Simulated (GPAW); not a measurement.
# Nb2NOS MXene monolayer: work function by functional and basis

Aim: the work function of both faces of Nb2NOS MXene monolayer, and its spread over functionals and bases.

Program: GPAW 26.7.0. Level of theory: GPAW, PAW setups; layer in a repeated cell with vacuum, relaxation of atoms and in-plane cell, in the first sound run; inputs show where later runs differ. Results are calculated unless marked as measured.

### 1. Starting point

The cell holds 5 atoms: 1 S, 2 Nb, 1 N and 1 O. Cell: a = 3.079 Å, b = 3.079 Å, c = 23.409 Å, α = 90.0°, β = 90.0°, γ = 120.0°. Vacuum lies along c.

### 2. Relaxing the atoms

Forces are removed first; all later runs use this geometry.

The input, run.py:

```python
import json
import numpy as np
from ase import Atoms
from ase.filters import FrechetCellFilter
from ase.optimize import BFGS
from gpaw import GPAW, PW

slab = Atoms(
    ['S', 'Nb', 'N', 'Nb', 'O'],
    positions=[
        [-0.00000, 1.77771, 9.00000],
        [1.53954, 0.88885, 10.79456],
        [0.00000, 0.00000, 12.00948],
        [-0.00000, 1.77771, 13.22440],
        [1.53954, 0.88885, 14.40857]],
    cell=[[3.07908, 0.0, 0.0], [-1.53954, 2.66656, 0.0], [0.0, 0.0, 23.4086]],
    pbc=[True, True, True])

slab.calc = GPAW(mode=PW(600), xc='PBE', kpts={'size': (12, 12, 1), 'gamma': True},
                 occupations={'name': 'fermi-dirac', 'width': 0.05}, nbands='160%',
                 convergence={'density': 1e-05}, maxiter=200,
                 symmetry={'tolerance': 1e-3}, txt='slab.txt')
result = {}
# The in-plane cell is free; stress needs a cell that repeats along all three vectors
path = []
opt = BFGS(FrechetCellFilter(slab, mask=[1, 1, 0, 0, 0, 1]), maxstep=0.2)
opt.attach(lambda: path.append((slab.get_potential_energy(), slab.positions.tolist(), slab.get_forces().tolist())))
result['relaxed'] = bool(opt.run(fmax=0.02, steps=45))
result['path'] = path
result['cell'] = slab.cell.tolist()
print('in-plane lattice', slab.cell.cellpar().round(4)[[0, 1, 5]])
energy = slab.get_potential_energy()
fermi = slab.calc.get_fermi_level()
v = slab.calc.get_electrostatic_potential().mean((0, 1)) - fermi
n = slab.calc.get_pseudo_density().mean((0, 1))
L = slab.cell[2, 2]
z = np.arange(len(v)) * L / len(v)
low, high = slab.positions[:, 2].min(), slab.positions[:, 2].max()
below, above = np.interp([low - 6.8, high + 6.8], z, v)
slopes = [np.interp(x, z, np.gradient(v, z)) for x in (low - 6.8, high + 6.8)]
eps = np.array([[slab.calc.get_eigenvalues(k, s) for k in range(len(slab.calc.get_ibz_k_points()))]
                for s in range(slab.calc.get_number_of_spins())]) - fermi
top, bottom = eps[eps < 0].max(), eps[eps > 0].min()
dipole = slab.get_dipole_moment()[2]
print(f'energy {energy:.4f} eV, Fermi level {fermi:.4f} eV, dipole {dipole:.5f} e A')
print(f'potential 6.8 A off the faces, from the Fermi level: lower {below:.4f} eV, upper {above:.4f} eV')
print(f'slope of the potential there: lower {slopes[0]:.5f}, upper {slopes[1]:.5f} eV/A')
print(f'nearest levels on the mesh: {top:.4f} and {bottom:.4f} eV')
print('magnetic moment', round(slab.get_magnetic_moment(), 3))
result.update(energy=energy, fermi=fermi, dipole=dipole, below=below, above=above, slopes=slopes, edges=[top, bottom],
              z=z.tolist(), v=v.tolist(), n=n.tolist(), positions=slab.positions.tolist(),
              forces=slab.get_forces(apply_constraint=False).tolist(), moments=slab.get_magnetic_moments().tolist())
json.dump(result, open('result.json', 'w'))
```

Started as:

```
$ OMP_NUM_THREADS=1 OPENBLAS_NUM_THREADS=1 python run.py
```

The program printed:

```text
Step          Energy          fmax
BFGS:    0      -45.062939        1.596779
BFGS:    1      -45.168480        1.071481
BFGS:    2      -45.267834        0.735562
BFGS:    3      -45.311344        0.833545
BFGS:    4      -45.425806        0.873642
BFGS:    5      -45.452505        0.549883
BFGS:    6      -45.472804        0.409162
BFGS:    7      -45.480944        0.304430
BFGS:    8      -45.488806        0.160787
BFGS:    9      -45.489779        0.057807
BFGS:   10      -45.489452        0.032462
BFGS:   11      -45.489252        0.016765
in-plane lattice [  3.1747   3.1747 120.    ]
energy -45.4842 eV, Fermi level -0.2826 eV, dipole -0.00216 e A
potential 6.8 A off the faces, from the Fermi level: lower 5.3838 eV, upper 5.3923 eV
slope of the potential there: lower -0.00210, upper -0.00146 eV/A
nearest levels on the mesh: -0.0437 and 0.1059 eV
magnetic moment 0.0
```

It took 23 min on 1 thread of Arm Neoverse V1, shared host; peak memory 0.57 GiB.

This step gave:

| Item | Value |
| --- | --- |
| dipole along the normal | -0.002158 e·Å |
| levels nearest the Fermi level on the mesh | -0.04369, 0.1059 eV from the Fermi level |

The electrostatic potential energy of an electron (without an applied field's), less the Fermi level, planar mean oscillates, so the rows of the table below give means over windows of 0.5 Å about each position, cut where the curve ends. Its maxima inside the range that stand out by 2 % of the span (Å: eV): 9.88: -5.48, 11.62: -8.61, 12.40: -10.9, 13.96: -11.4. Its minima: 9.19: -18.9, 10.84: -23.5, 12.05: -14.6, 13.18: -24.1, 14.13: -12.3.

Table of electrostatic potential energy of an electron (without an applied field's), less the Fermi level, planar mean by z; means over each step:

| z (Å) | electrostatic potential energy of an electron (without an applied field's), less the Fermi level, planar mean (eV) |
| --- | --- |
| 0.0 | 5.39 |
| 0.5 | 5.39 |
| 1.0 | 5.39 |
| 1.5 | 5.39 |
| 2.0 | 5.38 |
| 2.5 | 5.38 |
| 3.0 | 5.38 |
| 3.5 | 5.38 |
| 4.0 | 5.38 |
| 4.5 | 5.38 |
| 5.0 | 5.38 |
| 5.5 | 5.38 |
| 6.0 | 5.37 |
| 6.5 | 5.36 |
| 7.0 | 5.31 |
| 7.5 | 5.08 |
| 8.0 | 3.93 |
| 8.5 | -1.34 |
| 9.0 | -14.8 |
| 9.5 | -11.6 |
| 10.0 | -6.99 |
| 10.5 | -17.8 |
| 11.0 | -20.5 |
| 11.5 | -10.4 |
| 12.0 | -12.8 |
| 12.5 | -12.3 |
| 13.0 | -21.3 |
| 13.5 | -18.7 |
| 14.0 | -11.9 |
| 14.5 | -4.63 |
| 15.0 | 3.59 |
| 15.5 | 5.11 |
| 16.0 | 5.35 |
| 16.5 | 5.39 |
| 17.0 | 5.40 |
| 17.5 | 5.40 |
| 18.0 | 5.40 |
| 18.5 | 5.40 |
| 19.0 | 5.40 |
| 19.5 | 5.39 |
| 20.0 | 5.39 |
| 20.5 | 5.39 |
| 21.0 | 5.39 |
| 21.5 | 5.39 |
| 22.0 | 5.39 |
| 22.5 | 5.39 |
| 23.0 | 5.39 |

The pseudo valence density, planar mean oscillates, so the rows of the table below give means over windows of 1 Å about each position, cut where the curve ends. Its maxima inside the range that stand out by 2 % of the span (Å: e/Å³): 9.5: 0.502, 10.8: 1.36, 12.1: 0.755, 13.2: 1.40, 14.2: 0.905. Its minima: 9.9: 0.453, 11.4: 0.613, 12.5: 0.698, 13.9: 0.797.

Pseudo valence density, planar mean against z; means over each step:

| z (Å) | pseudo valence density, planar mean (e/Å³) |
| --- | --- |
| 5 | 9.3e-6 |
| 6 | 2.0e-4 |
| 7 | 0.00461 |
| 8 | 0.0990 |
| 9 | 0.405 |
| 10 | 0.559 |
| 11 | 1.03 |
| 12 | 0.704 |
| 13 | 1.08 |
| 14 | 0.840 |
| 15 | 0.199 |
| 16 | 0.00521 |
| 17 | 1.5e-4 |
| 18 | 5.5e-6 |

The relaxation lowered the energy of the cell by 0.427 eV (energies extrapolated to zero smearing; the optimiser's log prints free energies). The largest force left on a free atom is 0.017 eV/Å.

### 3. Plane waves, PBE

With the geometry fixed, the planar mean of the potential gives the vacuum level on each side.

This step: GPAW, PAW setups; slab in vacuum (GPAW 26.7.0).

The cell differs from the one that the last finished run ended in (c 23.409 → 23.067 Å).

run.py: that of step 2 with these lines changed.

```diff
@@ -3,4 +3,2 @@
 from ase import Atoms
-from ase.filters import FrechetCellFilter
-from ase.optimize import BFGS
 from gpaw import GPAW, PW
@@ -10,23 +8,16 @@
     positions=[
-        [-0.00000, 1.77771, 9.00000],
-        [1.53954, 0.88885, 10.79456],
-        [0.00000, 0.00000, 12.00948],
-        [-0.00000, 1.77771, 13.22440],
-        [1.53954, 0.88885, 14.40857]],
-    cell=[[3.07908, 0.0, 0.0], [-1.53954, 2.66656, 0.0], [0.0, 0.0, 23.4086]],
-    pbc=[True, True, True])
+        [0.00000, 1.83293, 9.00000],
+        [1.58736, 0.91646, 10.64867],
+        [-0.00000, 0.00000, 11.89708],
+        [0.00000, 1.83293, 13.02630],
+        [1.58736, 0.91646, 14.06735]],
+    cell=[[3.17472, -0.0, 0.0], [-1.58736, 2.74939, 0.0], [0.0, 0.0, 23.0674]],
+    pbc=[True, True, False])
 
-slab.calc = GPAW(mode=PW(600), xc='PBE', kpts={'size': (12, 12, 1), 'gamma': True},
+slab.calc = GPAW(mode=PW(500), xc='PBE', kpts={'size': (12, 12, 1), 'gamma': True},
                  occupations={'name': 'fermi-dirac', 'width': 0.05}, nbands='160%',
                  convergence={'density': 1e-05}, maxiter=200,
+                 poissonsolver={'dipolelayer': 'xy'},
                  symmetry={'tolerance': 1e-3}, txt='slab.txt')
 result = {}
-# The in-plane cell is free; stress needs a cell that repeats along all three vectors
-path = []
-opt = BFGS(FrechetCellFilter(slab, mask=[1, 1, 0, 0, 0, 1]), maxstep=0.2)
-opt.attach(lambda: path.append((slab.get_potential_energy(), slab.positions.tolist(), slab.get_forces().tolist())))
-result['relaxed'] = bool(opt.run(fmax=0.02, steps=45))
-result['path'] = path
-result['cell'] = slab.cell.tolist()
-print('in-plane lattice', slab.cell.cellpar().round(4)[[0, 1, 5]])
 energy = slab.get_potential_energy()
```

The program printed:

```text
energy -44.7047 eV, Fermi level -0.2043 eV, dipole -0.00145 e A
potential 6.8 A off the faces, from the Fermi level: lower 5.3767 eV, upper 5.4008 eV
slope of the potential there: lower -0.00062, upper 0.00027 eV/A
nearest levels on the mesh: -0.0440 and 0.1074 eV
magnetic moment 0.0
```

The job ended after 2.2 min (1 thread; peak memory 0.27 GiB).

This step gave:

| Item | Value |
| --- | --- |
| dipole along the normal | -0.001450 e·Å |
| levels nearest the Fermi level on the mesh | -0.04402, 0.1074 eV from the Fermi level |
| upper work function | 5.401 eV |
| lower work function | 5.377 eV |

The electrostatic potential energy of an electron (without an applied field's), less the Fermi level, planar mean oscillates, so the rows of the table below give means over windows of 1 Å about each position, cut where the curve ends. Its maxima inside the range that stand out by 2 % of the span (Å: eV): 9.7: -5.48, 11.4: -8.66, 12.3: -11.0, 13.7: -11.4. Its minima: 9.0: -18.9, 10.7: -23.5, 11.9: -14.7, 13.1: -24.0, 13.9: -12.2.

Electrostatic potential energy of an electron (without an applied field's), less the Fermi level, planar mean against z; means over each step:

| z (Å) | electrostatic potential energy of an electron (without an applied field's), less the Fermi level, planar mean (eV) |
| --- | --- |
| 0 | 5.38 |
| 1 | 5.38 |
| 2 | 5.38 |
| 3 | 5.38 |
| 4 | 5.38 |
| 5 | 5.37 |
| 6 | 5.37 |
| 7 | 5.24 |
| 8 | 2.23 |
| 9 | -13.1 |
| 10 | -11.0 |
| 11 | -16.6 |
| 12 | -12.1 |
| 13 | -20.1 |
| 14 | -9.57 |
| 15 | 3.92 |
| 16 | 5.36 |
| 17 | 5.40 |
| 18 | 5.40 |
| 19 | 5.40 |
| 20 | 5.40 |
| 21 | 5.40 |
| 22 | 5.40 |

The pseudo valence density, planar mean oscillates, so the rows of the table below give means over windows of 1 Å about each position, cut where the curve ends. Its maxima inside the range that stand out by 2 % of the span (Å: e/Å³): 9.4: 0.499, 10.6: 1.35, 11.9: 0.749, 13.1: 1.39, 14.0: 0.907. Its minima: 9.8: 0.451, 11.3: 0.601, 12.3: 0.703, 13.6: 0.785.

Pseudo valence density, planar mean against z; means over each step:

z (Å), pseudo valence density, planar mean (e/Å³) and a bar:
```
        5       0.00 
        6       0.00 
        7       0.01 
        8       0.15 ####
        9       0.43 ############
       10       0.66 ##################
       11       0.95 ##########################
       12       0.72 ###################
       13       1.11 ##############################
       14       0.77 #####################
       15       0.12 ###
       16       0.00 
       17       0.00
```

The potential is flat to 6.2e-4 eV/Å where it is read, so the vacuum is wide enough.

### 4. Self-consistent run: xc = "RPBE"

The same geometry under RPBE, to see how far the functional moves the levels against the vacuum.

run.py: that of step 3 with these lines changed.

```diff
@@ -16,3 +16,3 @@
 
-slab.calc = GPAW(mode=PW(500), xc='PBE', kpts={'size': (12, 12, 1), 'gamma': True},
+slab.calc = GPAW(mode=PW(500), xc='RPBE', kpts={'size': (12, 12, 1), 'gamma': True},
                  occupations={'name': 'fermi-dirac', 'width': 0.05}, nbands='160%',
```

The program printed:

```text
energy -42.4282 eV, Fermi level -0.0913 eV, dipole 0.00098 e A
potential 6.8 A off the faces, from the Fermi level: lower 5.2816 eV, upper 5.2554 eV
slope of the potential there: lower -0.00062, upper 0.00027 eV/A
nearest levels on the mesh: -0.0437 and 0.1077 eV
magnetic moment 0.0
```

Wall time 2.4 min (1 thread); peak memory 0.28 GiB.

This step gave:

```yaml
dipole_along_the_normal: 9.78e-4 e·Å
levels_nearest_the_fermi_level_on_the_mesh: -0.04372, 0.1077 eV from the Fermi level
upper_work_function: 5.255 eV
lower_work_function: 5.282 eV
```

The electrostatic potential energy of an electron (without an applied field's), less the Fermi level, planar mean oscillates, so the rows of the table below give means over windows of 1 Å about each position, cut where the curve ends. Its maxima inside the range that stand out by 2 % of the span (Å: eV): 9.7: -5.56, 11.4: -8.75, 12.3: -11.1, 13.7: -11.5. Its minima: 9.0: -19.0, 10.7: -23.6, 11.9: -14.8, 13.1: -24.1, 13.9: -12.3.

Table of electrostatic potential energy of an electron (without an applied field's), less the Fermi level, planar mean by z; means over each step:

z (Å), electrostatic potential energy of an electron (without an applied field's), less the Fermi level, planar mean (eV) and a bar from the least value:
```
        0        5.3 ##############################
        1        5.3 ##############################
        2        5.3 ##############################
        3        5.3 ##############################
        4        5.3 ##############################
        5        5.3 ##############################
        6        5.3 ##############################
        7        5.1 ##############################
        8        2.1 ##########################
        9      -13.2 ########
       10      -11.0 ###########
       11      -16.7 ####
       12      -12.2 #########
       13      -20.1 
       14       -9.7 ############
       15        3.8 ############################
       16        5.2 ##############################
       17        5.3 ##############################
       18        5.3 ##############################
       19        5.3 ##############################
       20        5.3 ##############################
       21        5.3 ##############################
       22        5.3 ##############################
```

The pseudo valence density, planar mean by z:

| z (Å) | pseudo valence density, planar mean (e/Å³) |
| --- | --- |
| 5.5 | 5.1e-5 |
| 6.0 | 2.3e-4 |
| 6.5 | 0.00106 |
| 7.0 | 0.00509 |
| 7.5 | 0.0243 |
| 8.0 | 0.120 |
| 8.5 | 0.357 |
| 9.0 | 0.403 |
| 9.5 | 0.487 |
| 10.0 | 0.508 |
| 10.5 | 1.23 |
| 11.0 | 0.934 |
| 11.5 | 0.640 |
| 12.0 | 0.747 |
| 12.5 | 0.746 |
| 13.0 | 1.36 |
| 13.5 | 0.854 |
| 14.0 | 0.897 |
| 14.5 | 0.421 |
| 15.0 | 0.0654 |
| 15.5 | 0.0106 |
| 16.0 | 0.00181 |
| 16.5 | 3.3e-4 |
| 17.0 | 6.2e-5 |

Force by atom:

| atom | x (eV/Å) | y (eV/Å) | z (eV/Å) | size |
| --- | --- | --- | --- | --- |
| S1 | 0.000 | 0.000 | -0.190 | 0.190 |
| Nb2 | 0.000 | 0.000 | -0.074 | 0.074 |
| N3 | 0.000 | 0.000 | -0.008 | 0.008 |
| Nb4 | 0.000 | 0.000 | -0.025 | 0.025 |
| O5 | 0.000 | 0.000 | 0.289 | 0.289 |

The upper face's work function is 5.255 eV, against 5.401 eV in the first plane-wave PBE run at this geometry.

### 5. Self-consistent run: xc = "LDA"

The same geometry under LDA, to see how far the functional moves the levels against the vacuum.

run.py: that of step 4 with these lines changed.

```diff
@@ -16,3 +16,3 @@
 
-slab.calc = GPAW(mode=PW(500), xc='RPBE', kpts={'size': (12, 12, 1), 'gamma': True},
+slab.calc = GPAW(mode=PW(500), xc='LDA', kpts={'size': (12, 12, 1), 'gamma': True},
                  occupations={'name': 'fermi-dirac', 'width': 0.05}, nbands='160%',
```

The program printed:

```text
energy -49.5715 eV, Fermi level -0.5081 eV, dipole -0.00766 e A
potential 6.8 A off the faces, from the Fermi level: lower 5.6223 eV, upper 5.7751 eV
slope of the potential there: lower -0.00062, upper 0.00027 eV/A
nearest levels on the mesh: -0.0451 and 0.1095 eV
magnetic moment 0.0
```

It took 2.2 min on 1 thread; peak memory 0.27 GiB.

Numbers from this step:

```
dipole along the normal                    : -0.007659 e·Å
levels nearest the Fermi level on the mesh : -0.04512, 0.1095 eV from the Fermi level
upper work function                        : 5.775 eV
lower work function                        : 5.622 eV
```

The electrostatic potential energy of an electron (without an applied field's), less the Fermi level, planar mean oscillates, so the rows of the table below give means over windows of 1 Å about each position, cut where the curve ends. Its maxima inside the range that stand out by 2 % of the span (Å: eV): 9.7: -5.22, 11.4: -8.36, 12.3: -10.7, 13.7: -11.0. Its minima: 9.0: -18.7, 10.7: -23.2, 11.9: -14.4, 13.1: -23.7, 13.9: -11.9.

The electrostatic potential energy of an electron (without an applied field's), less the Fermi level, planar mean by z; means over each step:

| z (Å) | electrostatic potential energy of an electron (without an applied field's), less the Fermi level, planar mean (eV) |
| --- | --- |
| 0 | 5.65 |
| 1 | 5.62 |
| 2 | 5.62 |
| 3 | 5.62 |
| 4 | 5.62 |
| 5 | 5.62 |
| 6 | 5.61 |
| 7 | 5.49 |
| 8 | 2.44 |
| 9 | -12.9 |
| 10 | -10.7 |
| 11 | -16.3 |
| 12 | -11.8 |
| 13 | -19.7 |
| 14 | -9.24 |
| 15 | 4.29 |
| 16 | 5.73 |
| 17 | 5.77 |
| 18 | 5.77 |
| 19 | 5.77 |
| 20 | 5.77 |
| 21 | 5.78 |
| 22 | 5.78 |

The upper face's work function is 5.775 eV, against 5.401 eV in the first plane-wave PBE run at this geometry.

### 6. Self-consistent run: xc = "vdW-DF2"

The same geometry under vdW-DF2, to see how far the functional moves the levels against the vacuum (the van der Waals functionals take revPBE setups).

run.py: that of step 5 with these lines changed.

```diff
@@ -16,3 +16,3 @@
 
-slab.calc = GPAW(mode=PW(500), xc='LDA', kpts={'size': (12, 12, 1), 'gamma': True},
+slab.calc = GPAW(mode=PW(500), xc='vdW-DF2', kpts={'size': (12, 12, 1), 'gamma': True},
                  occupations={'name': 'fermi-dirac', 'width': 0.05}, nbands='160%',
```

The program printed:

```text
energy -251.2813 eV, Fermi level -0.5041 eV, dipole -0.00619 e A
potential 6.8 A off the faces, from the Fermi level: lower 5.7879 eV, upper 5.9104 eV
slope of the potential there: lower -0.00061, upper 0.00029 eV/A
nearest levels on the mesh: -0.0440 and 0.1122 eV
magnetic moment 0.0
```

Run time: 2.9 min. Hardware: 1 thread; peak memory 0.47 GiB.

This step gave:

```yaml
dipole_along_the_normal: -0.006192 e·Å
levels_nearest_the_fermi_level_on_the_mesh: -0.04400, 0.1122 eV from the Fermi level
upper_work_function: 5.910 eV
lower_work_function: 5.788 eV
```

The electrostatic potential energy of an electron (without an applied field's), less the Fermi level, planar mean oscillates, so the rows of the table below give means over windows of 1 Å about each position, cut where the curve ends. Its maxima inside the range that stand out by 2 % of the span (Å: eV): 9.7: -5.60, 11.4: -8.83, 12.3: -11.1, 13.7: -11.4. Its minima: 9.0: -18.8, 10.7: -23.8, 11.9: -14.8, 13.0: -24.3, 13.9: -12.1.

Table of electrostatic potential energy of an electron (without an applied field's), less the Fermi level, planar mean by z; means over each step:

| z (Å) | electrostatic potential energy of an electron (without an applied field's), less the Fermi level, planar mean (eV) |
| --- | --- |
| 0 | 5.81 |
| 1 | 5.79 |
| 2 | 5.79 |
| 3 | 5.79 |
| 4 | 5.79 |
| 5 | 5.78 |
| 6 | 5.78 |
| 7 | 5.62 |
| 8 | 2.47 |
| 9 | -13.0 |
| 10 | -11.1 |
| 11 | -16.9 |
| 12 | -12.2 |
| 13 | -20.3 |
| 14 | -9.46 |
| 15 | 4.31 |
| 16 | 5.85 |
| 17 | 5.90 |
| 18 | 5.91 |
| 19 | 5.91 |
| 20 | 5.91 |
| 21 | 5.91 |
| 22 | 5.91 |

The upper face's work function is 5.910 eV, against 5.401 eV in the first plane-wave PBE run at this geometry.

### 7. OptPBE vdW: xc = "optPBE-vdW"

The same geometry under optPBE-vdW, to see how far the functional moves the levels against the vacuum (the van der Waals functionals take revPBE setups).

run.py: that of step 6 with these lines changed.

```diff
@@ -16,3 +16,3 @@
 
-slab.calc = GPAW(mode=PW(500), xc='vdW-DF2', kpts={'size': (12, 12, 1), 'gamma': True},
+slab.calc = GPAW(mode=PW(500), xc='optPBE-vdW', kpts={'size': (12, 12, 1), 'gamma': True},
                  occupations={'name': 'fermi-dirac', 'width': 0.05}, nbands='160%',
```

The program printed:

```text
energy -81.0169 eV, Fermi level -0.3963 eV, dipole -0.00282 e A
potential 6.8 A off the faces, from the Fermi level: lower 5.6189 eV, upper 5.6714 eV
slope of the potential there: lower -0.00063, upper 0.00028 eV/A
nearest levels on the mesh: -0.0440 and 0.1108 eV
magnetic moment 0.0
```

Run time: 2.7 min. Hardware: 1 thread; peak memory 0.47 GiB.

Numbers from this step:

```
dipole along the normal                    : -0.002825 e·Å
levels nearest the Fermi level on the mesh : -0.04404, 0.1108 eV from the Fermi level
upper work function                        : 5.671 eV
lower work function                        : 5.619 eV
```

The upper face's work function is 5.671 eV, against 5.401 eV in the first plane-wave PBE run at this geometry.

(Continued in part 2 of 2.)

[Logs are printed without paths, hosts, clocks, repeated set-up lines and the standing remarks that a program may print on its own settings, such as how far it seeks lower states.]

[Hosts, paths, dates, database ids (printed as entryN), source tags and the programs' standing remarks are cut or masked in the printed files.]
